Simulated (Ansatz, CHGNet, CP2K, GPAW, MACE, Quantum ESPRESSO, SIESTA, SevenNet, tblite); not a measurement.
# NaH9C4O7 (P-1) (84 atoms) in tblite

Wanted: tblite inputs and outputs for NaH9C4O7 (P-1) (84 atoms), checked against a plane-wave reference.

Method: the method is named at each step, in tblite 0.8.0.

## (1) The starting structure

The cell holds 84 atoms: 4 Na, 36 H, 16 C and 28 O. Cell: a = 11.912 Å, b = 6.392 Å, c = 11.230 Å, α = 104.2°, β = 91.5°, γ = 100.2°. It derives from NaH9C4O7 (P-1), repeated 2×1×1. NaH9C4O7, space group P-1, structure from the Crystallography Open Database, 2 x 1 x 1 conventional cells; positions as listed; bonds to H set to neutron lengths (C-H 1.089, N-H 1.015, O-H 0.983, B-H 1.19 Å) where the listed ones are shorter. Then every atom was moved at random, 0.02 Å r.m.s. a Cartesian component (hydrogen 0.6 of that).

The yardstick, on the same geometry:

```
method                                           : Kohn-Sham DFT, PBE, SSSP efficiency 1.3.0 pseudopotentials, plane waves (Quantum ESPRESSO 7.5); sssp-pbe-1.3.0-efficiency, cutoffs 60/480 Ry, Γ point
r.m.s. force component                           : 1.132 eV/Å
longest force                                    : 7.175 eV/Å
pressure                                         : 3.261 GPa
gap (highest filled to lowest empty level) : 2.909 eV
time                                             : 93 s on 2 MPI ranks of Arm Neoverse V2, shared host
CPU time                                         : 3.1 min
```

## (2) GFN2-xTB

Method: GFN2-xTB tight binding, diagonalisation.

run.py

```python
import numpy as np
from ase.io import read
from tblite.ase import TBLite

atoms = read("structure.xyz")
atoms.calc = TBLite(method="GFN2-xTB", electronic_temperature=580, accuracy=1.0, max_iterations=250, mixer_damping=0.4, verbosity=1)
energy = atoms.get_potential_energy()
forces = atoms.get_forces()
print(f"energy {energy:.6f} eV")
print("forces (eV/A)")
for i, (a, f) in enumerate(zip(atoms, forces)):
    print(f"{i:4d} {a.symbol:2s} {f[0]:10.5f} {f[1]:10.5f} {f[2]:10.5f}")
stress = -atoms.get_stress(voigt=False) * 160.21766
print("stress (GPa, compression positive)")
for row in stress:
    print(" ".join(f"{x:10.4f}" for x in row))
print("charges (e)")
print(np.array2string(atoms.get_charges(), precision=4, suppress_small=True, max_line_width=110, threshold=100000))
```

structure.xyz

```xyz
84
Lattice="11.91200 0.00000 0.00000 -1.13193 6.29098 0.00000 -0.30376 -2.84790 10.85864" Properties=species:S:1:pos:R:3 pbc="T T T"
Na 1.35466 -0.94010 4.63197
Na 3.16350 4.43933 6.23014
H 2.37289 1.91277 10.79664
H 2.15223 1.55154 0.02639
H -0.49693 4.62421 1.46092
H 5.02569 -1.16296 9.38121
H 10.72297 1.89799 10.02209
H 5.71065 1.53727 0.79659
H 1.12377 -1.05832 7.40679
H 3.39475 4.46245 3.45478
H 0.21076 0.21137 7.19722
H 4.29652 3.25437 3.66642
H -0.05598 1.26725 3.30081
H 4.57276 2.16398 7.54447
H 1.45950 1.35976 2.96799
H 3.05199 2.10829 7.90075
H 0.80215 2.88411 6.45742
H 3.69736 0.54641 4.38939
H 1.05408 2.57184 4.89127
H 3.45852 0.88145 5.97258
C 1.66910 4.66980 1.57277
C 2.88537 -1.27474 9.30129
C 0.35577 4.70502 0.82493
C 4.16217 -1.27407 10.00873
C -0.19134 1.91605 10.40920
C 4.67337 1.55276 0.48516
C 0.77798 1.92410 9.22452
C 3.68695 1.49355 1.64259
O 1.58102 4.71630 2.80924
O 2.91821 -1.24359 8.04028
O 2.79190 4.67342 0.97804
O 1.72650 -1.21276 9.88603
O 0.28704 1.92620 8.06634
O 4.24956 1.56422 2.80609
O 2.05831 1.94490 9.43735
O 2.49697 1.50177 1.48144
O 0.38382 -0.68671 6.85126
O 4.13393 4.14783 4.01248
O 0.84579 1.08938 3.67391
O 3.66373 2.31769 7.15943
O 1.12453 3.24101 5.57081
O 3.45010 0.17327 5.23788
Na 7.26076 -0.98329 4.62752
Na 9.09124 4.41996 6.22938
H 8.31074 1.91928 10.81499
H 8.13138 1.52910 0.02248
H 5.45053 4.62040 1.44116
H 10.98340 -1.16807 9.41987
H 4.73608 1.89173 10.03132
H -0.24692 1.54446 0.80658
H 7.05997 -1.05100 7.43404
H 9.36265 4.50518 3.46358
H 6.18564 0.17473 7.19059
H 10.25572 3.25041 3.64601
H 5.89361 1.29018 3.30428
H 10.52216 2.17274 7.54154
[... 24 atom lines left out ...]
O 6.77817 1.14349 3.71441
O 9.62353 2.28419 7.12403
O 7.02606 3.28594 5.59209
O 9.38812 0.16159 5.28316
```

The run is started by

```sh
$ OMP_NUM_THREADS=1 python run.py > output.txt
```

Output:

```text
------------------------------------------------------------
  cycle        total energy    energy error   density error
------------------------------------------------------------
      1     -165.6608962434  -1.6695902E+02   3.3956850E-01
      2     -167.4578761625  -1.7969799E+00   2.6363928E-01
      3     -167.6569142114  -1.9903805E-01   1.2514110E-01
      4     -167.7266621845  -6.9747973E-02   1.0817165E-01
      5     -167.7299272613  -3.2650768E-03   5.0716841E-02
      6     -167.7392192271  -9.2919658E-03   3.4763666E-02
      7     -167.7374942032   1.7250239E-03   3.0433245E-02
      8     -167.7402498526  -2.7556494E-03   6.7165195E-03
      9     -167.7404052943  -1.5544163E-04   2.1188553E-03
     10     -167.7404211977  -1.5903385E-05   1.2086622E-03
     11     -167.7404289230  -7.7253064E-06   1.1032253E-03
     12     -167.7404342199  -5.2969364E-06   9.2898304E-04
     13     -167.7404358903  -1.6704246E-06   6.5732235E-04
     14     -167.7404380039  -2.1135450E-06   7.5366383E-04
     15     -167.7404430154  -5.0115252E-06   6.4919035E-04
     16     -167.7404486906  -5.6751583E-06   1.3008448E-03
     17     -167.7404536520  -4.9614664E-06   2.7175883E-04
     18     -167.7404549522  -1.3001874E-06   1.4746398E-04
     19     -167.7404552436  -2.9136859E-07   1.2424323E-04
     20     -167.7404552710  -2.7410465E-08   9.1484963E-05
     21     -167.7404552790  -7.9885183E-09   3.5452668E-05
     22     -167.7404552809  -1.9369111E-09   6.7399969E-06
------------------------------------------------------------
 total:                                   6.034 sec
energy -4564.450281 eV
forces (eV/A)
   0 Na    0.17007   -0.01099    0.04330
   1 Na   -0.18399   -0.07809   -0.10669
   2 H    -0.03727   -0.17710   -0.41665
   3 H    -0.14707    0.10953    0.52415
   4 H    -0.35405    0.10492    0.63103
   5 H     0.15813   -0.17229   -0.31808
   6 H    -0.68225    0.07186    0.08897
   7 H     0.05601    0.12489    0.17839
   8 H    -0.52548    0.57626   -0.46321
   9 H     0.00770   -0.02630    0.20881
  10 H     0.31943   -0.23443   -0.00753
  11 H    -0.08225   -0.24010   -0.00538
  12 H     0.47409   -0.06601    0.19871
  13 H    -0.78045    0.08257   -0.34424
  14 H    -0.08856   -0.01959    0.03295
  15 H     0.28225    0.03965   -0.28227
  16 H     0.43587    0.03554   -1.58983
  17 H     0.17957    0.74808   -0.08281
  18 H    -0.20439   -0.90336   -0.12268
  19 H     0.14870   -0.58193   -1.51299
  20 C    -2.25321    0.54677    1.80989
  21 C     0.48268    0.49278   -3.23989
  22 C     1.15956   -0.38125    1.56539
  23 C    -0.30192    0.12280    1.48224
[...]
76 O     0.45812    0.09975   -0.82351
  77 O    -3.57250   -0.19844   -0.50813
  78 O     0.58610   -0.61808    0.43781
  79 O     0.04854   -0.46294   -0.24894
  80 O     0.77005    0.29036   -1.08041
  81 O    -0.51045   -0.45921    1.86318
  82 O     0.33952    0.13388   -1.38245
  83 O     0.21555   -0.46734   -1.42384
stress (GPa, compression positive)
    0.0340    -0.0266     0.0747
   -0.0266    -0.7749    -0.2711
    0.0747    -0.2711    -0.4861
charges (e)
[ 0.6501  0.6525  0.3423  0.3353  0.0482  0.0518  0.0282  0.0327  0.3081  0.3068  0.3089  0.3146  0.2985
  0.3012  0.2902  0.2888  0.3114  0.3207  0.3256  0.3266  0.3867  0.3777 -0.0359 -0.0362 -0.0318 -0.0313
  0.3789  0.3971 -0.4385 -0.4432 -0.3962 -0.3848 -0.5066 -0.5592 -0.5511 -0.5075 -0.5708 -0.5738 -0.5737
 -0.5653 -0.5799 -0.5913  0.6469  0.6439  0.3438  0.3402  0.0354  0.0378  0.0144  0.0359  0.3091  0.3065
  0.3088  0.3076  0.303   0.2965  0.2859  0.2845  0.3133  0.3144  0.3291  0.3267  0.3852  0.3851 -0.0347
 -0.0387 -0.0286 -0.0303  0.3968  0.402  -0.416  -0.4272 -0.4027 -0.396  -0.5099 -0.5555 -0.5568 -0.5209
 -0.5675 -0.567  -0.5684 -0.5637 -0.5882 -0.587 ]
```

Elapsed: 6.6 s, on 1 thread of Arm Neoverse V2, shared host; peak memory 0.13 GiB.

Banners, paths, timers and routine set-up lines are dropped from the logs unmarked, and long logs keep their key lines alone; longer cuts are marked.

Against the reference:

* r.m.s. force component: 1.058 eV/Å
* r.m.s. difference of force components: 408.1 meV/Å
* longest difference of force vectors: 1698 meV/Å
* force difference over r.m.s. force: 36.06 %
* slope of forces against the reference's: 0.8718
* correlation of force components: 0.9327
* pressure: -0.409 GPa
* pressure difference: -3.67 GPa

Length of the force difference by element (eV/Å):

| element | atoms | mean | most |
| --- | --- | --- | --- |
| C | 16 | 0.75 | 1.3 |
| H | 36 | 0.37 | 0.66 |
| Na | 4 | 0.21 | 0.28 |
| O | 28 | 0.78 | 1.7 |

A closer look about H49, whose charge lies farthest from its element's mean: 10 atoms, nearest first, numbered in the order of the input, with positions taken from that point.

| atom | x | y | z | distance (Å) | bonds | Mulliken charge (e) | Fx | Fy | Fz (eV/Å) |
| --- | --- | --- | --- | --- | --- | --- | --- | --- | --- |
| H49 | 0.00 | 0.00 | 0.00 | 0.00 | 1 | 0.01 | 0.81 | 0.01 | 0.39 |
| C67 | 1.06 | 0.01 | 0.37 | 1.13 | 3 | -0.03 | -1.97 | 0.07 | -6.14 |
| C65 | 1.28 | -0.02 | 1.60 | 2.05 | 3 | -0.03 | 1.31 | -0.53 | 6.65 |
| C69 | 2.00 | 0.04 | -0.81 | 2.16 | 3 | 0.40 | 0.01 | 0.25 | 0.86 |
| H47 | 0.41 | -0.12 | 2.27 | 2.31 | 1 | 0.04 | 0.35 | 0.23 | -0.02 |
| O75 | 1.49 | 0.05 | -1.93 | 2.44 | 1 | -0.51 | 0.04 | -0.14 | -0.71 |
| H3 | -2.36 | 0.02 | 0.77 | 2.48 | 1 | 0.34 | -0.04 | -0.18 | -0.42 |
| H14 | -0.16 | 0.27 | -2.49 | 2.51 | 1 | 0.30 | -0.78 | 0.08 | -0.34 |
| H16 | -1.68 | 0.22 | -2.13 | 2.72 | 1 | 0.29 | 0.28 | 0.04 | -0.28 |
| O35 | -2.68 | 0.05 | -0.59 | 2.74 | 1 | -0.55 | -1.73 | 0.09 | -0.51 |

Atoms are counted from 1 here, from 0 in the log.

Forces lie 36 % from the reference's, at 0.035 times its CPU time (on 1 against 2 cores).

## (3) GFN1-xTB

Method: GFN1-xTB tight binding, diagonalisation.

run.py, as its differences from that of step 2:

```diff
@@ -5,3 +5,3 @@
 atoms = read("structure.xyz")
-atoms.calc = TBLite(method="GFN2-xTB", electronic_temperature=580, accuracy=1.0, max_iterations=250, mixer_damping=0.4, verbosity=1)
+atoms.calc = TBLite(method="GFN1-xTB", electronic_temperature=580, accuracy=1.0, max_iterations=250, mixer_damping=0.4, verbosity=1)
 energy = atoms.get_potential_energy()
```

structure.xyz is that of step 2.

Output:

```text
------------------------------------------------------------
  cycle        total energy    energy error   density error
------------------------------------------------------------
      1     -182.7919404258  -1.8396449E+02   7.2531002E-01
      2     -186.4353278890  -3.6433875E+00   3.4731967E-01
      3     -186.5234605817  -8.8132693E-02   1.6032221E-01
      4     -186.5515678873  -2.8107306E-02   4.1950807E-02
      5     -186.5729705257  -2.1402638E-02   9.6409261E-03
      6     -186.5751538637  -2.1833380E-03   2.5697092E-03
      7     -186.5751921449  -3.8281192E-05   7.8447479E-04
      8     -186.5752008950  -8.7500625E-06   2.2148365E-04
      9     -186.5752012157  -3.2076224E-07   7.3114581E-05
     10     -186.5752012540  -3.8289272E-08   2.4352473E-05
     11     -186.5752012575  -3.4883385E-09   9.8479104E-06
------------------------------------------------------------
 total:                                   2.067 sec
energy -5076.969824 eV
forces (eV/A)
   0 Na    0.11742    0.06953    0.01163
   1 Na   -0.12287   -0.10174   -0.07302
   2 H    -0.08556   -0.15535   -0.78884
   3 H    -0.13695    0.09069    0.83552
   4 H    -0.50678    0.07650    0.78085
   5 H     0.30242   -0.13276   -0.47657
   6 H    -0.71263    0.06627    0.04860
   7 H     0.10687    0.12776    0.20895
   8 H    -0.67898    0.57924   -0.58328
   9 H     0.15880   -0.06544    0.29689
  10 H     0.34467   -0.34934   -0.05432
  11 H    -0.12363   -0.07144    0.03832
[...]
79 O    -0.01578   -0.69438   -0.68221
  80 O     0.80343    0.22273   -1.18893
  81 O    -0.52789   -0.38044    2.01981
  82 O     0.21368   -0.37340   -1.46339
  83 O     0.36388    0.00226   -1.51199
stress (GPa, compression positive)
   -0.2251     0.0906     0.3765
    0.0906    -0.8566    -0.2545
    0.3765    -0.2545    -0.7456
charges (e)
[ 0.4999  0.5005  0.39    0.3863  0.0749  0.076   0.0581  0.0597  0.3661  0.3662  0.3568  0.3596  0.352
  0.3517  0.3589  0.3586  0.3636  0.3693  0.3588  0.3553  0.5795  0.5709 -0.058  -0.0611 -0.0619 -0.0522
  0.5676  0.5832 -0.5157 -0.5179 -0.5149 -0.5075 -0.5921 -0.6358 -0.6206 -0.5837 -0.6486 -0.6487 -0.676
 -0.6713 -0.6435 -0.6482  0.5     0.4977  0.3928  0.3919  0.066   0.0678  0.0501  0.0609  0.3641  0.3668
  0.3549  0.354   0.3565  0.3494  0.3536  0.3512  0.3639  0.3624  0.3583  0.3595  0.5811  0.5783 -0.0618
 -0.0668 -0.059  -0.0493  0.583   0.5867 -0.502  -0.5075 -0.523  -0.5179 -0.5964 -0.6315 -0.6249 -0.595
 -0.6413 -0.6446 -0.6734 -0.6679 -0.6465 -0.6475]
```

It took 2.6 s on 1 thread; peak memory 0.13 GiB.

Compared with the plane-wave run:

- r.m.s. force component: 1.077 eV/Å
- r.m.s. difference of force components: 481.8 meV/Å
- longest difference of force vectors: 1834 meV/Å
- force difference over r.m.s. force: 42.57 %
- slope of forces against the reference's: 0.8618
- correlation of force components: 0.906
- pressure: -0.6091 GPa
- pressure difference: -3.87 GPa

Against the first run (36 %), the force difference from the reference is 43 %, at 0.39 times the CPU time (11 SCF steps against 22).

## (4) The ladder

Differences are against the plane-wave reference, forces as r.m.s. over components; share is that over the reference's r.m.s. force, slope the least-squares factor from reference forces to these. Total energies of different programs have different zeros and aren't compared.

| run | Δ force, r.m.s. (meV/Å) | share (%) | slope | Δ pressure (GPa) | cores | CPU time | memory (GiB) |
| --- | --- | --- | --- | --- | --- | --- | --- |
| reference | - | - | - | - | 2 | 3.1 min | 1.5 |
| tblite GFN2-xTB | 408 | 36.1 | 0.872 | -3.67 | 1 | 6.6 s | 0.13 |
| tblite GFN1-xTB | 482 | 42.6 | 0.862 | -3.87 | 1 | 2.6 s | 0.13 |

CPU time is summed over cores on a shared host, where runs went side by side, so it is rough. Symmetry, cutoffs, thresholds, outputs and thread counts weren't matched or tuned between programs; memory under MPI is the largest rank's times the ranks.

## (5) Outcome

| Item | Value |
| --- | --- |
| nearest in forces | tblite GFN2-xTB, 36 % |
| its CPU time | 6.6 s |

In words: Tight binding differs by 36 % (tblite GFN2-xTB) to 43 % (tblite GFN1-xTB); it is another model, with fitted parameters of its own, and the xTB methods hold dispersion. Of the electronic-structure runs that take under half the reference's CPU time, tblite GFN2-xTB comes nearest, at 36 % in 6.6 s against 3.1 min; its pressure misses by -3.7 GPa. Periodic xTB results under one method name differ between programs and library versions. The reference's pressure holds the uncorrected Pulay stress of its 60 Ry basis, so small pressure differences, and their order, may be the reference's own error. The reference's stress is far from hydrostatic: its diagonal is 4.0, 1.3, 4.5 GPa, compression counted positive. The reference's PBE has no dispersion term, which matters for the binding between molecules or layers. The published positions, changed by the recipe (random displacements or longer bonds to H), lie far from the minimum at this level of theory. The reference's pressure of 3.3 GPa belongs to a cell and atoms that aren't relaxed at this level. The electronic-structure runs sample only Γ, in a cell whose shortest periodic width is 6 Å.

[Also dropped from logs without a mark: logging warnings of Python, and SIESTA's first energy breakdown and zero terms.]

[Logs are printed without paths, hosts, clocks, repeated set-up lines and the standing remarks that a program may print on its own settings, such as how far it seeks lower states.]

[Hosts, paths, dates, database ids (printed as entryN), source tags and the programs' standing remarks are cut or masked in the printed files.]
